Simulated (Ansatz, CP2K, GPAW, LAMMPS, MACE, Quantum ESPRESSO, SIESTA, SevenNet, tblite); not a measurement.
# Ionic liquid Pyr13+ Cl- at 400 K (112 atoms) in tblite

How near does tblite come to plane waves for ionic liquid Pyr13+ Cl- at 400 K (112 atoms)?

Main program and level: tblite 0.8.0; the method is named at each step.

### 1. Starting point

The cell holds 112 atoms: 32 C, 4 N, 72 H and 4 Cl. Its edges and angles: a = 10.205 Å, b = 10.205 Å, c = 10.205 Å, α = 90.0°, β = 90.0°, γ = 90.0°. 4 Pyr13+, 4 Cl- placed at random, at 1.02 g/cm³; overlaps pushed apart, then 10 ps at 700 K with Joung-Cheatham ions (J. Phys. Chem. B 112, 9020 (2008)); MMFF94 bonds, angles, torsions, charges and radii (Halgren, J. Comput. Chem. 17, 490 (1996)) in harmonic and 12-6 forms; charges of ions scaled by 0.8. Snapshot after 30 ps at 400 K and fixed volume.

The yardstick, on the same geometry:

```
method                                           : Kohn-Sham DFT, PBE, PAW, plane waves (Ansatz 0.2.0); cutoff 420 eV, Γ point, fermi-dirac smearing of 0.05 eV; PAW set soft_2
r.m.s. force component                           : 0.9427 eV/Å
longest force                                    : 3.394 eV/Å
pressure                                         : 2.023 GPa
gap (highest filled to lowest empty level) : 4.007 eV
SCF cycles                                       : 9
time                                             : 4.2 s on 8 threads of Arm Neoverse V2, shared host
CPU time                                         : 29 s
```

### 2. GFN2-xTB

Method: GFN2-xTB tight binding, diagonalisation.

Contents of run.py:

```python
import numpy as np
from ase.io import read
from tblite.ase import TBLite

atoms = read("structure.xyz")
atoms.calc = TBLite(method="GFN2-xTB", electronic_temperature=580, accuracy=1.0, max_iterations=250, mixer_damping=0.4, verbosity=1)
energy = atoms.get_potential_energy()
forces = atoms.get_forces()
print(f"energy {energy:.6f} eV")
print("forces (eV/A)")
for i, (a, f) in enumerate(zip(atoms, forces)):
    print(f"{i:4d} {a.symbol:2s} {f[0]:10.5f} {f[1]:10.5f} {f[2]:10.5f}")
stress = -atoms.get_stress(voigt=False) * 160.21766
print("stress (GPa, compression positive)")
for row in stress:
    print(" ".join(f"{x:10.4f}" for x in row))
print("charges (e)")
print(np.array2string(atoms.get_charges(), precision=4, suppress_small=True, max_line_width=110, threshold=100000))
```

Contents of structure.xyz:

```xyz
112
Lattice="10.20511 0.00000 0.00000 0.00000 10.20511 0.00000 0.00000 0.00000 10.20511" Properties=species:S:1:pos:R:3 pbc="T T T"
C 1.25778 5.87018 4.11439
C 0.19890 6.20961 3.09919
C 0.15012 7.72078 2.95346
N 9.26359 8.16184 2.05674
C 7.94907 7.95233 2.90305
C 9.41768 9.60740 1.80722
C 0.24370 9.69883 0.61965
C 0.10562 8.29441 10.17276
C 9.25583 7.58678 0.68854
H 1.23043 4.79610 4.17797
H 0.92642 6.33533 5.04204
H 2.30105 6.19909 3.91325
H 0.56945 5.77099 2.23400
H 9.39095 5.88508 3.42075
H 1.00653 8.05500 2.44535
H 0.04123 8.18909 3.91846
H 7.70914 6.88865 3.02990
H 7.20675 8.59250 2.43300
H 8.14592 8.40248 3.89917
H 8.52310 9.95958 1.20941
H 9.68169 10.17398 2.74252
H 10.18276 0.31075 0.00337
H 1.33728 9.84171 0.95806
H 1.08103 7.73751 0.13624
H 10.04897 8.44452 9.17735
H 9.41381 6.51770 0.77630
H 8.21338 7.88763 0.29248
C 1.37514 4.62945 9.85630
C 2.07449 3.76487 0.78814
C 3.19563 4.57015 1.48780
N 4.02285 3.82896 2.53924
C 4.84396 4.97652 3.16277
C 3.32156 3.10307 3.60444
C 4.13807 1.88968 3.87539
C 5.37697 1.92295 2.96438
C 4.93233 2.80151 1.80967
H 1.23604 5.66312 10.05009
H 1.96714 4.46749 8.94560
H 0.38820 4.23971 9.67516
H 1.29748 3.54342 1.50383
H 2.41698 2.84304 0.31503
H 3.92162 4.78987 0.74518
H 2.86978 5.43994 1.93295
H 4.23604 5.73833 3.56607
H 5.51545 4.52801 3.91366
H 5.53158 5.25624 2.40330
H 2.31278 2.96805 3.25094
H 3.34738 3.73834 4.57669
H 4.34983 1.65864 4.91754
H 3.63608 1.03021 3.57240
H 6.17491 2.42606 3.49056
H 5.66475 0.94050 2.73599
H 4.31952 2.29237 1.10307
H 5.77466 3.25819 1.34258
C 6.23155 5.68823 9.87008
C 6.14633 6.80242 8.82885
[... 52 atom lines left out ...]
Cl 4.09296 8.40472 2.15369
Cl 8.98029 7.91365 6.33992
Cl 8.61760 3.13532 1.82437
Cl 3.80998 3.19012 7.19215
```

Started as:

```console
> OMP_NUM_THREADS=1 python run.py > output.txt
```

Output:

```text
------------------------------------------------------------
  cycle        total energy    energy error   density error
------------------------------------------------------------
      1     -135.0041562642  -1.3665449E+02   1.1139242E-01
      2     -135.0753622487  -7.1205985E-02   7.0567533E-02
      3     -135.0755705921  -2.0834339E-04   1.1252471E-02
      4     -135.0808534885  -5.2828964E-03   3.4632634E-03
      5     -135.0809898582  -1.3636970E-04   2.0540237E-03
      6     -135.0810577665  -6.7908311E-05   9.9433403E-04
      7     -135.0810805091  -2.2742583E-05   7.0157476E-04
      8     -135.0811003052  -1.9796058E-05   2.4335031E-04
      9     -135.0811021731  -1.8679302E-06   6.6929870E-05
     10     -135.0811022905  -1.1742728E-07   2.0461763E-05
     11     -135.0811022951  -4.5398281E-09   7.9227959E-06
------------------------------------------------------------
 total:                                   8.120 sec
energy -3675.744019 eV
forces (eV/A)
   0 C     0.02416    0.11314    1.03562
   1 C    -0.38420    1.31609    1.05151
   2 C    -0.61927   -0.60495   -0.92186
   3 N    -2.15607    0.38553    2.26945
   4 C     1.63906    0.91006   -0.70808
   5 C     0.24038    0.67093   -1.52133
   6 C     1.60344   -1.09569    2.22430
   7 C     2.51835    0.75797    1.01745
   8 C    -2.68176    0.04526    1.29958
   9 H     0.34512   -0.29674    0.44219
  10 H     0.36022   -0.24419    0.29860
  11 H    -1.05307    0.06080   -0.18172
  12 H    -0.23917   -0.89293   -1.85404
  13 H     0.96973   -0.33964   -0.26269
  14 H     1.68561    0.43438   -0.13219
  15 H    -0.05073    0.11738    0.28087
  16 H    -0.06497    0.67567   -0.42711
  17 H    -0.41162   -0.64824   -0.02786
  18 H    -0.07418   -0.51568   -0.45279
  19 H     0.35225   -0.06155    1.72461
  20 H    -0.54512   -0.43244   -1.22390
  21 H    -0.06976    0.62431   -0.63205
  22 H    -1.63360   -0.04852   -0.30769
  23 H    -0.94346    0.68970   -0.68737
[...]
104 H    -0.41082    0.25400    0.63829
 105 H     0.45178    0.69195   -0.38321
 106 H    -0.81352   -0.03237   -0.26160
 107 H     0.19212    0.87454   -1.13478
 108 Cl   -0.05723   -0.12749   -0.13250
 109 Cl   -0.09402    0.11490    0.04479
 110 Cl    0.02034    0.08776    0.11175
 111 Cl    0.06929    0.10783   -0.11253
stress (GPa, compression positive)
   -1.7291     0.2449    -0.2210
    0.2449    -0.4668     0.1152
   -0.2210     0.1152    -0.8389
charges (e)
[-0.1051 -0.0581 -0.0321  0.087  -0.0806 -0.0266 -0.0658 -0.0636 -0.0102  0.0417  0.056   0.0339  0.0623
  0.0594  0.0907  0.099   0.0964  0.0926  0.1146  0.0869  0.0896  0.0628  0.0547  0.0448  0.0903  0.0928
  0.0678 -0.1035 -0.0579 -0.0362  0.0797 -0.0745 -0.0201 -0.0694 -0.0591 -0.0199  0.0317  0.0589  0.0453
  0.0655  0.0488  0.0834  0.0981  0.106   0.0811  0.0945  0.0733  0.0982  0.0668  0.0672  0.0573  0.0793
  0.0801  0.1044 -0.0987 -0.0545 -0.0312  0.0893 -0.0753 -0.0177 -0.0583 -0.0576 -0.0191  0.0448  0.0436
  0.0498  0.0418  0.0622  0.0927  0.0857  0.1176  0.0856  0.0888  0.0739  0.0906  0.0661  0.0799  0.0616
  0.0683  0.0852  0.0797 -0.1042 -0.0548 -0.0302  0.0992 -0.0749 -0.0144 -0.0585 -0.0614 -0.0304  0.0611
  0.0467  0.0101  0.0678  0.0597  0.0843  0.0707  0.0901  0.097   0.0973  0.0972  0.0768  0.0508  0.0657
  0.092   0.0517  0.0935  0.1001 -0.992  -0.9795 -0.9866 -0.9799]
```

The job ended after 8.6 s (1 thread of Arm Neoverse V2, shared host; peak memory 0.17 GiB).

Banners, paths, timers and routine set-up lines are dropped from the logs unmarked, and long logs keep their key lines alone; longer cuts are marked.

Compared with the plane-wave run:

```yaml
r_m_s_force_component: 0.9003 eV/Å
r_m_s_difference_of_force_components: 273.2 meV/Å
longest_difference_of_force_vectors: 1169 meV/Å
force_difference_over_r_m_s_force: 28.98 %
slope_of_forces_against_the_reference_s: 0.9141
correlation_of_force_components: 0.9571
pressure: -1.012 GPa
pressure_difference: -3.035 GPa
```

Length of the force difference by element (eV/Å):

```
element  atoms  mean  most
      C     32  0.66   1.2
     Cl      4  0.11  0.18
      H     72  0.29  0.52
      N      4  0.27  0.43
```

Local excerpt of 12 atoms (numbers count through the whole input) about C32, which bears the longest force; x, y, z are measured from there.

```
atom      x      y      z  distance (Å)  bonds  Mulliken charge (e)     Fx     Fy  Fz (eV/Å)
 C32   0.00   0.00   0.00          0.00      4                -0.07   0.85  -3.30      -0.35
 H44  -0.61   0.76   0.40          1.05      1                 0.11  -0.41   0.66       0.12
 H46   0.69   0.28  -0.76          1.06      1                 0.09   0.26   0.96      -0.64
 H45   0.67  -0.45   0.75          1.10      1                 0.08  -0.60   0.20       0.15
 N31  -0.82  -1.15  -0.62          1.54      4                 0.08   1.11   1.68      -1.04
 H43  -1.97   0.46  -1.23          2.37      1                 0.10  -1.00   1.75       0.72
 C30  -1.65  -0.41  -1.67          2.38      4                -0.04   0.41  -3.06      -0.48
 H48  -1.50  -1.24   1.41          2.40      1                 0.10  -0.38  -0.78      -1.46
 C33  -1.52  -1.87   0.44          2.45      4                -0.02   0.29   1.99       1.52
 C36   0.09  -2.18  -1.35          2.56      4                -0.02  -0.71   0.62       2.02
 H42  -0.92  -0.19  -2.42          2.59      1                 0.08   0.54   0.47      -0.80
 H54   0.93  -1.72  -1.82          2.67      1                 0.10   0.47   0.48      -0.32
```

Atoms are counted from 1 here, from 0 in the log.

Forces lie 29 % from the reference's, at 0.30 times its CPU time (on 1 against 8 cores).

Left out of this page: tblite IPEA1-xTB (killed or ended with an error).

### 3. What came out

| Quantity | Value |
| --- | --- |
| force difference from the reference | tblite GFN2-xTB, 29 % |
| its CPU time | 8.6 s |

Tight binding differs by 29 % (tblite GFN2-xTB); it is another model, with fitted parameters of its own, and the xTB methods hold dispersion. One electronic-structure run takes under half the reference's CPU time: tblite GFN2-xTB, at 29 % in 8.6 s against 29 s; its pressure misses by -3.0 GPa. Periodic xTB results under one method name differ between programs and library versions. The network of contacts between molecules at the start is that of the classical potential that made the cell, and needn't be the one that DFT or experiment would give. The reference's PBE has no dispersion term, which matters for the binding between molecules or layers. The density was typed from a rule of thumb and may lie off the real one at this temperature. The electronic-structure runs sample only Γ, in a cell whose shortest periodic width is 10 Å.

[Also dropped from logs without a mark: logging warnings of Python, and SIESTA's first energy breakdown and zero terms.]

[Logs are printed without paths, hosts, clocks, repeated set-up lines and the standing remarks that a program may print on its own settings, such as how far it seeks lower states.]

[Hosts, paths, dates, database ids (printed as entryN), source tags and the programs' standing remarks are cut or masked in the printed files.]

[The MMFF94 radii named for the starting cell were scaled by 0.96; in molecules described by MMFF94, hydrogen bound to N, O or S took a small fixed 12-6 site in their place.]
